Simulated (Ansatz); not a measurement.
## C on Pt(100): change of the work function: cost of one run

Ansatz 0.2.0; plane-wave DFT, PBE, Ansatz PAW. The cell holds 18 atoms.

Contents of input.yaml:

```yaml
crystal:
  lattice:
    - [5.5437171646, 0.0, 0.0]
    - [0.0, 5.5437171646, 0.0]
    - [0.0, 0.0, 24.9010472371]
  atoms:
    - { symbol: Pt, position: [0.25, 0.25, 0.3614305822] }
    - { symbol: Pt, position: [0.0, 0.0, 0.4401421312] }
    - { symbol: Pt, position: [0.25, 0.25, 0.5206631727] }
[... 9 atom lines left out ...]
    - { symbol: Pt, position: [0.75, 0.75, 0.3614305822] }
    - { symbol: Pt, position: [0.5, 0.5, 0.4401421312] }
    - { symbol: Pt, position: [0.75, 0.75, 0.5206631727] }
    - { symbol: Pt, position: [0.5, 0.5, 0.5999142823] }
    - { symbol: C, position: [0.25, 0.25, 0.6385694178] }
    - { symbol: C, position: [0.75, 0.75, 0.6385694178] }
kpoints:
  mp_grid: { grid: [6, 6, 1] }
hamiltonian:
  xc: pbe
scf:
  occupations: { method: fermi_dirac, width: 0.1 }
  convergence: { dr2_threshold: 1.0e-08 }
efield:
  axis: 3
  dipole_correction: true
  ramp_position: 0.97
  ramp_width: 0.06
relax:
  f_tol: 0.02
  max_steps: 60
  constraints: [{ sites: [0, 1, 4, 5, 8, 9, 12, 13] }]
output:
  dos: { projected: true, e_range: [-8, 4] }
  write_potential: true
  write_density: true
  volumetric_format: npy
  elf: true
```

On the command line:

```
$ ansatz run input.yaml --threads 4 --pin off --max-ram 16384MiB --backend cpu --events-out ev --progress --plain --runs-dir out
```

The cutoff in use is 420 eV. For reference, a run of the same kind (37 atoms, 6 k-points, 392 bands and 33,507 plane waves; 108 SCF cycles) took 48 min and 12 GiB on the same hardware.

**Question.** How long does this run take on 4 threads of Arm Neoverse N1, shared host, and how much memory does it need?

A cutoff of 420 eV is a sphere of radius 10.5 Å⁻¹, so a cell of 765 Å³ holds about V·G³/6π² = 14,956 plane waves. At two electrons a band, the 296 electrons need 148 bands, and 30 more are carried. Symmetry cuts the 6×6×1 mesh from 36 to 10 points. The run has 10 k-points, 178 bands and 14,991 plane waves. Taking the work of a cycle as k-points × spins × bands × plane waves, that is 0.34 times the reference, or 16 min at the reference's 108 cycles. The run needed 56 SCF cycles over 5 ionic steps, which makes it about 8.4 min. One copy of the wavefunctions takes 0.4 GiB at 16 bytes a coefficient, against 1.2 GiB in the reference; grids, projectors and work arrays come on top. Measured: about 6.5 min, with a peak of 3.4 GiB. The run was quicker than this simple count says.

[Logs are printed without paths, hosts, clocks, repeated set-up lines and the standing remarks that a program may print on its own settings, such as how far it seeks lower states.]

[Hosts, paths, dates, database ids (printed as entryN), source tags and the programs' standing remarks are cut or masked in the printed files.]

[Maps of the electrostatic potential energy from Ansatz leave out the sawtooth potential of an applied field or a dipole correction, so their vacuum need not be flat; planar profiles and work functions include it.]
